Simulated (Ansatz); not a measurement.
# MgO (Periclase, Fm-3m): converging a phonon calculation, part 3 of 3

Wanted: convergence of the phonons of MgO (Periclase, Fm-3m) against cost.

Ansatz 0.2.0; DFT PBEsol, scalar-relativistic, plane waves, PAW; PAW set soft_1.

So far. Step 11 (Another k mesh, q mesh 2×2×2): The highest optical mode at the zone centre (no LO-TO term) is 387.2 cm⁻¹, +0.0 cm⁻¹ against the base run. Step 12 (Another k mesh, k-mesh 12×12×12, q mesh 2×2×2): The highest optical mode at the zone centre (no LO-TO term) is 387.2 cm⁻¹, +0.0 cm⁻¹ against the base run. The relaxed cell has a = 4.215 Å (conventional setting).

The database entry behind the starting cell differs from later determinations by our own check (about 0.1 % long), so it need not match the best structure at ambient conditions.

## (14) Another cutoff, cutoff 170 eV, q mesh 2×2×2

The cutoff is set to 170 eV on a small fixed q mesh.

Contents of input.yaml:

```yaml
crystal:
  lattice:
    - [0.0, 2.1074634062, 2.1074634062]
    - [2.1074634062, 0.0, 2.1074634062]
    - [2.1074634062, 2.1074634062, 0.0]
  atoms:
    - { symbol: Mg, position: [0.0, 0.0, 0.0] }
    - { symbol: O, position: [0.5, 0.5, 0.5] }
kpoints:
  mp_grid: { grid: [8, 8, 8] }
hamiltonian:
  xc: pbesol
  pseudopotentials: { kind: paw, azcp: { folder: soft_1 }, xc_functional: pbe }
scf:
  occupations: { method: fixed }
output:
  eigenvalues: true
phonons:
  method: dfpt
  qmesh: [2, 2, 2]
  temperatures: { t_max: 1000, t_step: 50 }
  qpath:
    path:
      - [[0.0, 0.0, 0.0], [0.5, 0.0, 0.5], [0.625, 0.25, 0.625]]
      - [[0.375, 0.375, 0.75], [0.0, 0.0, 0.0], [0.5, 0.5, 0.5], [0.5, 0.25, 0.75], [0.5, 0.0, 0.5]]
    npoints: 10
basis:
  ecutwfc: 170
```

Command:

```bash
ansatz run input.yaml --threads 4 --pin off --max-ram 16384MiB --backend cpu --events-out ev --progress --plain --runs-dir out
```

Numbers of over 12 decimals in the logs are rounded to 6 here.

Log:

```text
Warning: basis.ecutwfc = 170 eV is below the records' recommended 420 eV, and the density's cutoff is lower with it unless basis.ecutrho_ratio is high enough to keep the records' density cutoff: compare with a run at a higher cutoff
[...]
Crystal: 2 atoms, lattice volume = 18.720 Å³
Basis set: ecut = 170 eV, 113 PW (Γ), exchange–correlation on 30×30×30 points (8 copies of the dense FFT grid, shifted against one another)
Bands: 12, of which v1, the nominal top of the filled ones, is band 8 counted from 1 (7 counted from 0)
Symmetry: 48 space group operations
k-points: 29 of 512
[...]
SCF iter   1: F=—  HF=-2459.192216 eV  |F-HF|=—  |Δ(HF+E_count)|=         —  Δρ=2.49e-1  dr2=4.90e0  ethr=3.10e-3  ⟨swp⟩=3.5  Hψ=1705  notcnv=0  defer=45
[...]
SCF iter   8: F=-2457.474157 eV  HF=-2457.474157 eV  |F-HF|=4.55e-13  |Δ(HF+E_count)|=  3.50e-11  Δρ=1.33e-7  dr2=1.26e-12  ethr=1.00e-12  ⟨swp⟩=4.4  Hψ=1284  notcnv=0
SCF 1 converged in 8 iterations: F = -2457.474157 eV  dr2 = 1.26e-12
[...]
k-points: 59 of 512 (irreducible under 8 space group operations, time reversal used)
[...]
SCF iter   2: F=-2457.474157 eV  HF=-2457.474157 eV  |F-HF|=4.55e-13  |Δ(HF+E_count)|=  4.55e-12  Δρ=6.56e-8  dr2=3.10e-13  ethr=1.00e-12  ⟨swp⟩=3.7  Hψ=1934  notcnv=0
SCF 2 converged in 2 iterations: F = -2457.474157 eV  dr2 = 3.10e-13
[...]
Bands: 9, of which v1, the nominal top of the filled ones, is band 8 counted from 1 (7 counted from 0)
k-points: 60 of 512 (irreducible under 12 space group operations)
[...]
Eigensolver: Dense (60 Hₖ)
SCF iter   1: F=—  HF=-2475.044158 eV  |F-HF|=—  |Δ(HF+E_count)|=         —  Δρ=2.19e-1  dr2=4.12e0  ethr=1.00e-1
[...]
SCF iter   6: F=-2473.522285 eV  HF=-2473.522284 eV  |F-HF|=1.06e-7  |Δ(HF+E_count)|=   2.92e-6  Δρ=3.22e-5  dr2=7.97e-8  ethr=1.96e-8
SCF 1 converged in 6 iterations: F = -2473.522285 eV  dr2 = 7.97e-8
[...]
SCF converged after 8 iterations
Free energy (F): -2457.474157 eV
[...]
Internal energy: -2457.474157 eV  (E = F + TS)
E sigma→0 (E₀):  -2457.474157 eV
Fermi energy:    8.095416 eV
[...]
--- Band table (eV; the first three rows and the last of 29) ---
  k-point 0: bands = [... 4 lower, -11.0527, 7.1414, 7.1414, 7.1414, 11.7761, 23.8912, 23.8912, 23.8912]
  k-point 1: bands = [... 4 lower, -10.7817, 7.2467, 7.9340, 7.9340, 13.2550, 22.3292, 24.3129, 24.3129]
  k-point 2: bands = [... 4 lower, -10.4398, 5.4865, 7.6089, 7.6089, 14.7005, 20.9405, 24.6915, 24.6915]
  k-point 28: bands = [... 4 lower, -9.7037, 4.6879, 4.6879, 6.2613, 19.6629, 19.6629, 20.2176, 23.1533]
[...]
ASR residual: 2.673e-2 → 0.000e0 eV/Å²; symmetrization residual: 9.789e-7 eV/Å²
  ASR residual per site (eV/Å²): 2.67e-2 2.06e-2
  Γ frequencies (cm⁻¹): 0.00 0.00 0.00 605.63 605.63 605.63
  Unit cell's response to a homogeneous field: 3 representative field directions (Σ response iterations 15)
  ε∞ (high-frequency dielectric tensor):
        3.264025    -0.000000    -0.000000
       -0.000000     3.264025     0.000000
       -0.000000     0.000000     3.264025
  ε⁰ (static dielectric tensor): not given — the deck does not say what the cell's rigid motions are, and on a molecule in a box or a wire the rigid rotations would enter the sum over the modes at Γ. For a crystal or a slab, whose only rigid motions are the translations, set phonons.rigid_motions: translations.
  Born effective charges Z* (e; rows j = field, columns β = displacement):
    site 0:
         1.92622   -0.00000   -0.00000
        -0.00000    1.92622   -0.00000
        -0.00000   -0.00000    1.92622
    site 1:
        -1.92622    0.00000    0.00000
         0.00000   -1.92622    0.00000
         0.00000    0.00000   -1.92622
  Z* charge neutrality: 1.359e-1 e pre-enforcement
  solved inside a basis spanned on the 8×8×8 k-mesh, on 8×8×8 k-points, its susceptibility summed on 12×12×12: ε∞ is read to err by 4.3e-2, Z* by 1.2e-1 e; Z* is corrected for what the basis lacks
  optical modes at Γ without the LO–TO term, one row a degenerate level:
      ω (cm⁻¹)  modes    IR ((D/Å)²/amu)
        605.63      3            26.6167
  optical modes at Γ + LO–TO along q̂ = [1.0000, 0.0000, 0.0000]:
      ω (cm⁻¹)  modes    IR ((D/Å)²/amu)
        605.63      2            17.7445
        822.48      1             8.8722
  optical modes at Γ + LO–TO along q̂ = [0.0000, 1.0000, 0.0000]:
      ω (cm⁻¹)  modes    IR ((D/Å)²/amu)
        605.63      2            17.7445
        822.48      1             8.8722
  optical modes at Γ + LO–TO along q̂ = [0.0000, 0.0000, 1.0000]:
      ω (cm⁻¹)  modes    IR ((D/Å)²/amu)
        605.63      2            17.7445
        822.48      1             8.8722
--- Phonons (arbitrary-q DFPT): 3 irreducible q on the 2×2×2 mesh ---
[...]
interpolated dispersion: 63 rows × 6 modes
[...]
```

Wall time 2.9 s (4 threads of AMD EPYC 9R45, shared host); peak memory 0.45 GiB; 9.1 s of CPU time.

The run finished; it serves as a test, and its numbers are not taken as the result.

## (15) Another cutoff, cutoff 230 eV, q mesh 2×2×2

The cutoff is set to 230 eV on a small fixed q mesh.

input.yaml, as its differences from that of step 14:

```diff
@@ -27,2 +27,2 @@
 basis:
-  ecutwfc: 170
+  ecutwfc: 230
```

Log:

```text
[...]
Crystal: 2 atoms, lattice volume = 18.720 Å³
Basis set: ecut = 230 eV, 169 PW (Γ), exchange–correlation on 30×30×30 points (8 copies of the dense FFT grid, shifted against one another)
Bands: 12, of which v1, the nominal top of the filled ones, is band 8 counted from 1 (7 counted from 0)
Symmetry: 48 space group operations
k-points: 29 of 512
[...]
SCF iter   1: F=—  HF=-2472.799832 eV  |F-HF|=—  |Δ(HF+E_count)|=         —  Δρ=1.12e-1  dr2=9.13e-1  ethr=3.10e-3  ⟨swp⟩=4.0  Hψ=1857  notcnv=0  defer=44
[...]
SCF iter   8: F=-2472.635293 eV  HF=-2472.635293 eV  |F-HF|=4.55e-13  |Δ(HF+E_count)|=  6.82e-12  Δρ=4.05e-8  dr2=2.07e-13  ethr=1.00e-12  ⟨swp⟩=6.5  Hψ=1686  notcnv=0
SCF 1 converged in 8 iterations: F = -2472.635293 eV  dr2 = 2.07e-13
[...]
k-points: 59 of 512 (irreducible under 8 space group operations, time reversal used)
[...]
SCF iter   2: F=-2472.635293 eV  HF=-2472.635293 eV  |F-HF|=4.55e-13  |Δ(HF+E_count)|=  8.73e-11  Δρ=4.16e-8  dr2=1.83e-13  ethr=1.00e-12  ⟨swp⟩=5.7  Hψ=2613  notcnv=0
SCF 2 converged in 2 iterations: F = -2472.635293 eV  dr2 = 1.83e-13
[...]
SCF converged after 8 iterations
Free energy (F): -2472.635293 eV
[...]
Internal energy: -2472.635293 eV  (E = F + TS)
E sigma→0 (E₀):  -2472.635293 eV
Fermi energy:    7.753642 eV
[...]
--- Band table (eV; the first three rows and the last of 29) ---
  k-point 0: bands = [... 4 lower, -9.6719, 7.6493, 7.6493, 7.6493, 12.2835, 23.6242, 23.6242, 23.6242]
  k-point 1: bands = [... 4 lower, -9.4984, 6.8667, 7.7536, 7.7536, 13.2865, 21.9144, 24.0127, 24.0127]
  k-point 2: bands = [... 4 lower, -9.0740, 5.2380, 7.5138, 7.5138, 14.7679, 20.3768, 24.4860, 24.4860]
  k-point 28: bands = [... 4 lower, -8.1025, 5.0532, 5.0532, 6.1196, 19.5490, 19.5490, 20.0156, 23.2006]
[...]
ASR residual: 1.297e-4 → 0.000e0 eV/Å²; symmetrization residual: 3.026e-6 eV/Å²
  ASR residual per site (eV/Å²): 1.30e-4 7.75e-5
  Γ frequencies (cm⁻¹): 0.00 0.00 0.00 324.87 324.87 324.87
  Unit cell's response to a homogeneous field, on a k mesh of 8×8×8: 1 representative field direction (Σ response iterations 7)
  ε∞ (high-frequency dielectric tensor):
        3.299742     0.000000     0.000000
        0.000000     3.299742    -0.000000
       -0.000000     0.000000     3.299742
[...]
Born effective charges Z* (e; rows j = field, columns β = displacement):
    site 0:
         1.98832   -0.00000    0.00000
         0.00000    1.98832    0.00000
         0.00000   -0.00000    1.98832
    site 1:
        -1.98832    0.00000   -0.00000
         0.00000   -1.98832   -0.00000
         0.00000    0.00000   -1.98832
  Z* charge neutrality: 1.748e-6 e pre-enforcement
[...]
optical modes at Γ without the LO–TO term, one row a degenerate level:
      ω (cm⁻¹)  modes    IR ((D/Å)²/amu)
        324.87      3            28.3607
  optical modes at Γ + LO–TO along q̂ = [1.0000, 0.0000, 0.0000]:
      ω (cm⁻¹)  modes    IR ((D/Å)²/amu)
        324.87      2            18.9071
        657.23      1             9.4536
  optical modes at Γ + LO–TO along q̂ = [0.0000, 1.0000, 0.0000]:
      ω (cm⁻¹)  modes    IR ((D/Å)²/amu)
        324.87      2            18.9071
        657.23      1             9.4536
  optical modes at Γ + LO–TO along q̂ = [0.0000, 0.0000, 1.0000]:
      ω (cm⁻¹)  modes    IR ((D/Å)²/amu)
        324.87      2            18.9071
        657.23      1             9.4536
--- Phonons (arbitrary-q DFPT): 3 irreducible q on the 2×2×2 mesh ---
[...]
interpolated dispersion: 63 rows × 6 modes
[...]
```

Wall time 1.9 s (4 threads); peak memory 0.39 GiB.

The run finished; it serves as a test, and its numbers are not taken as the result.

## (16) Another cutoff, cutoff 290 eV, q mesh 2×2×2

The cutoff is set to 290 eV on a small fixed q mesh.

input.yaml, as its differences from that of step 15:

```diff
@@ -27,2 +27,2 @@
 basis:
-  ecutwfc: 230
+  ecutwfc: 290
```

Log:

```text
[...]
Crystal: 2 atoms, lattice volume = 18.720 Å³
Basis set: ecut = 290 eV, 181 PW (Γ), exchange–correlation on 36×36×36 points (8 copies of the dense FFT grid, shifted against one another)
Bands: 12, of which v1, the nominal top of the filled ones, is band 8 counted from 1 (7 counted from 0)
Symmetry: 48 space group operations
k-points: 29 of 512
[...]
SCF iter   1: F=—  HF=-2475.379128 eV  |F-HF|=—  |Δ(HF+E_count)|=         —  Δρ=7.73e-2  dr2=5.16e-1  ethr=3.10e-3  ⟨swp⟩=4.2  Hψ=1872  notcnv=0  defer=42
[...]
SCF iter   8: F=-2475.344224 eV  HF=-2475.344224 eV  |F-HF|=4.55e-13  |Δ(HF+E_count)|=  2.36e-10  Δρ=1.76e-7  dr2=4.99e-12  ethr=1.00e-12  ⟨swp⟩=5.2  Hψ=2077  notcnv=0
SCF 1 converged in 8 iterations: F = -2475.344224 eV  dr2 = 4.99e-12
[...]
k-points: 59 of 512 (irreducible under 8 space group operations, time reversal used)
[...]
SCF iter   3: F=-2475.344224 eV  HF=-2475.344224 eV  |F-HF|=9.09e-13  |Δ(HF+E_count)|=  4.09e-12  Δρ=1.25e-7  dr2=1.15e-12  ethr=1.00e-12  ⟨swp⟩=1.0  Hψ=1652  notcnv=0
SCF 2 converged in 3 iterations: F = -2475.344224 eV  dr2 = 1.15e-12
[...]
SCF converged after 8 iterations
Free energy (F): -2475.344224 eV
[...]
Internal energy: -2475.344224 eV  (E = F + TS)
E sigma→0 (E₀):  -2475.344224 eV
Fermi energy:    8.019364 eV
[...]
--- Band table (eV; the first three rows and the last of 29) ---
  k-point 0: bands = [... 4 lower, -9.3381, 8.0194, 8.0194, 8.0194, 12.4790, 23.5932, 23.5932, 23.5932]
  k-point 1: bands = [... 4 lower, -9.1697, 6.9380, 7.8886, 7.8886, 13.4082, 21.8722, 23.9437, 23.9437]
  k-point 2: bands = [... 4 lower, -8.7298, 5.2145, 7.6042, 7.6042, 14.8465, 20.3164, 24.4303, 24.4303]
  k-point 28: bands = [... 4 lower, -7.7259, 4.9341, 4.9341, 6.1418, 19.4043, 19.4043, 19.9811, 23.2633]
[...]
ASR residual: 8.539e-5 → 0.000e0 eV/Å²; symmetrization residual: 5.835e-6 eV/Å²
  ASR residual per site (eV/Å²): 8.54e-5 3.04e-5
  Γ frequencies (cm⁻¹): 0.00 0.00 0.00 387.21 387.21 387.21
[...]
ε∞ (high-frequency dielectric tensor):
        3.259168     0.000000     0.000000
        0.000000     3.259168    -0.000000
       -0.000000     0.000000     3.259168
[...]
Born effective charges Z* (e; rows j = field, columns β = displacement):
    site 0:
         1.97910    0.00000   -0.00000
         0.00000    1.97910   -0.00000
         0.00000   -0.00000    1.97910
    site 1:
        -1.97910   -0.00000    0.00000
        -0.00000   -1.97910    0.00000
         0.00000    0.00000   -1.97910
  Z* charge neutrality: 4.164e-6 e pre-enforcement
[...]
optical modes at Γ without the LO–TO term, one row a degenerate level:
      ω (cm⁻¹)  modes    IR ((D/Å)²/amu)
        387.21      3            28.0981
  optical modes at Γ + LO–TO along q̂ = [1.0000, 0.0000, 0.0000]:
      ω (cm⁻¹)  modes    IR ((D/Å)²/amu)
        387.21      2            18.7321
        690.90      1             9.3660
  optical modes at Γ + LO–TO along q̂ = [0.0000, 1.0000, 0.0000]:
      ω (cm⁻¹)  modes    IR ((D/Å)²/amu)
        387.21      2            18.7321
        690.90      1             9.3660
  optical modes at Γ + LO–TO along q̂ = [0.0000, 0.0000, 1.0000]:
      ω (cm⁻¹)  modes    IR ((D/Å)²/amu)
        387.21      2            18.7321
        690.90      1             9.3660
--- Phonons (arbitrary-q DFPT): 3 irreducible q on the 2×2×2 mesh ---
[...]
interpolated dispersion: 63 rows × 6 modes
[...]
```

Wall time 2.2 s (4 threads); peak memory 0.43 GiB.

The run finished; it serves as a test, and its numbers are not taken as the result.

## (17) Another cutoff, cutoff 360 eV, q mesh 2×2×2

The cutoff is set to 360 eV on a small fixed q mesh.

input.yaml, as its differences from that of step 16:

```diff
@@ -27,2 +27,2 @@
 basis:
-  ecutwfc: 290
+  ecutwfc: 360
```

Log:

```text
[...]
Crystal: 2 atoms, lattice volume = 18.720 Å³
Basis set: ecut = 360 eV, 283 PW (Γ), exchange–correlation on 40×40×40 points (8 copies of the dense FFT grid, shifted against one another)
Bands: 12, of which v1, the nominal top of the filled ones, is band 8 counted from 1 (7 counted from 0)
Symmetry: 48 space group operations
k-points: 29 of 512
[...]
optical modes at Γ + LO–TO along q̂ = [0.0000, 1.0000, 0.0000]:
      ω (cm⁻¹)  modes    IR ((D/Å)²/amu)
        389.63      2            18.7484
        693.66      1             9.3742
  optical modes at Γ + LO–TO along q̂ = [0.0000, 0.0000, 1.0000]:
      ω (cm⁻¹)  modes    IR ((D/Å)²/amu)
        389.63      2            18.7484
        693.66      1             9.3742
--- Phonons (arbitrary-q DFPT): 3 irreducible q on the 2×2×2 mesh ---
[...]
interpolated dispersion: 63 rows × 6 modes
[...]
[key lines of the parts left out:]
SCF converged after 9 iterations
Free energy (F): -2475.833641 eV
Fermi energy:    7.911459 eV
```

Run time: 2.7 s. Hardware: 4 threads; peak memory 0.46 GiB.

Frequencies (cm⁻¹) solved at each irreducible wavevector; negative means imaginary. Frequencies by wavevector, by row:

```tsv
q in reciprocal lattice units	star	mode 1	mode 2	mode 3	mode 4	mode 5	mode 6
0 0 0	1	0	0	0	389.6	389.6	389.6
0 0 -0.5	4	272.3	272.3	355.4	355.4	537.7	559.3
0 -0.5 -0.5	3	284.6	284.6	415.5	439.5	439.5	538
```

The highest optical mode at the zone centre (no LO-TO term) is 389.6 cm⁻¹, +2.5 cm⁻¹ against the base run.

## (18) Another cutoff, cutoff 550 eV, q mesh 2×2×2

The cutoff is set to 550 eV on a small fixed q mesh.

input.yaml, as its differences from that of step 17:

```diff
@@ -27,2 +27,2 @@
 basis:
-  ecutwfc: 360
+  ecutwfc: 550
```

Log:

```text
[...]
Crystal: 2 atoms, lattice volume = 18.720 Å³
Basis set: ecut = 550 eV, 537 PW (Γ), exchange–correlation on 48×48×48 points (8 copies of the dense FFT grid, shifted against one another)
Bands: 12, of which v1, the nominal top of the filled ones, is band 8 counted from 1 (7 counted from 0)
Symmetry: 48 space group operations
k-points: 29 of 512
[...]
optical modes at Γ + LO–TO along q̂ = [0.0000, 1.0000, 0.0000]:
      ω (cm⁻¹)  modes    IR ((D/Å)²/amu)
        387.13      2            18.7583
        692.36      1             9.3791
  optical modes at Γ + LO–TO along q̂ = [0.0000, 0.0000, 1.0000]:
      ω (cm⁻¹)  modes    IR ((D/Å)²/amu)
        387.13      2            18.7583
        692.36      1             9.3791
--- Phonons (arbitrary-q DFPT): 3 irreducible q on the 2×2×2 mesh ---
[...]
interpolated dispersion: 63 rows × 6 modes
[...]
[key lines of the parts left out:]
SCF converged after 9 iterations
Free energy (F): -2475.877907 eV
Fermi energy:    7.909080 eV
```

Elapsed: 3.1 s, on 4 threads; peak memory 0.48 GiB; 11 s of CPU time.

Frequencies (cm⁻¹) solved at each irreducible wavevector; negative means imaginary. Frequencies by wavevector, by row:

```tsv
q in reciprocal lattice units	star	mode 1	mode 2	mode 3	mode 4	mode 5	mode 6
0 0 0	1	0	0	0	387.1	387.1	387.1
0 0 -0.5	4	271.1	271.1	353	353	537.1	555.9
0 -0.5 -0.5	3	284.1	284.1	414.5	436.4	436.4	534.5
```

The highest optical mode at the zone centre (no LO-TO term) is 387.1 cm⁻¹, -0.0 cm⁻¹ against the base run.

## (19) What came out

```yaml
mean_frequency_q_mesh_2x2x2: 386 cm⁻¹
mean_frequency_q_mesh_3x3x3: 388 cm⁻¹
mean_frequency_q_mesh_6x6x6: 388 cm⁻¹
highest_optical_mode_at_the_zone_centre_no_lo_to_term_k_mesh_2x2x2: 352 cm⁻¹
highest_optical_mode_at_the_zone_centre_no_lo_to_term_k_mesh_4x4x4: 386 cm⁻¹
highest_optical_mode_at_the_zone_centre_no_lo_to_term_k_mesh_6x6x6: 387 cm⁻¹
highest_optical_mode_at_the_zone_centre_no_lo_to_term_k_mesh_8x8x8: 387 cm⁻¹
highest_optical_mode_at_the_zone_centre_no_lo_to_term_k_mesh_12x12x12: 387 cm⁻¹
highest_optical_mode_at_the_zone_centre_no_lo_to_term_cutoff_170_ev: 606 cm⁻¹
highest_optical_mode_at_the_zone_centre_no_lo_to_term_cutoff_230_ev: 325 cm⁻¹
highest_optical_mode_at_the_zone_centre_no_lo_to_term_cutoff_290_ev: 387 cm⁻¹
highest_optical_mode_at_the_zone_centre_no_lo_to_term_cutoff_360_ev: 390 cm⁻¹
highest_optical_mode_at_the_zone_centre_no_lo_to_term_cutoff_550_ev: 387 cm⁻¹
```

Over the whole q mesh series, coarse runs included, the mean frequency runs from 386.4 to 388.2 cm⁻¹; from 2×2×2 on it stays within 1.8 cm⁻¹ of the finest run (6×6×6), against a tolerance of 3.9. The k mesh changes along this series too, so part of the change is its. Over the whole k mesh series, coarse runs included, the lowest mode on the q mesh (acoustic modes at Γ apart) runs from 220.1 to 271.1 cm⁻¹; from 4×4×4 on all solved modes stay within 2.8 cm⁻¹ of the finest run (12×12×12), against a tolerance of 5.6. Over the whole cutoff series, coarse runs included, the lowest mode on the q mesh (acoustic modes at Γ apart) runs from 241.5 to 272.3 cm⁻¹; from 360 eV on all solved modes stay within 3.5 cm⁻¹ of the finest run (550 eV), against a tolerance of 5.6. All runs share the cell relaxed at the base settings, which is not exactly at rest under another k mesh or cutoff. The PAW files were made for PBE and serve the other functionals too. These are harmonic frequencies at zero temperature: anharmonic shifts, linewidths and thermal expansion are left out.

[Logs are printed without paths, hosts, clocks, repeated set-up lines and the standing remarks that a program may print on its own settings, such as how far it seeks lower states.]

[Hosts, paths, dates, database ids (printed as entryN), source tags and the programs' standing remarks are cut or masked in the printed files.]
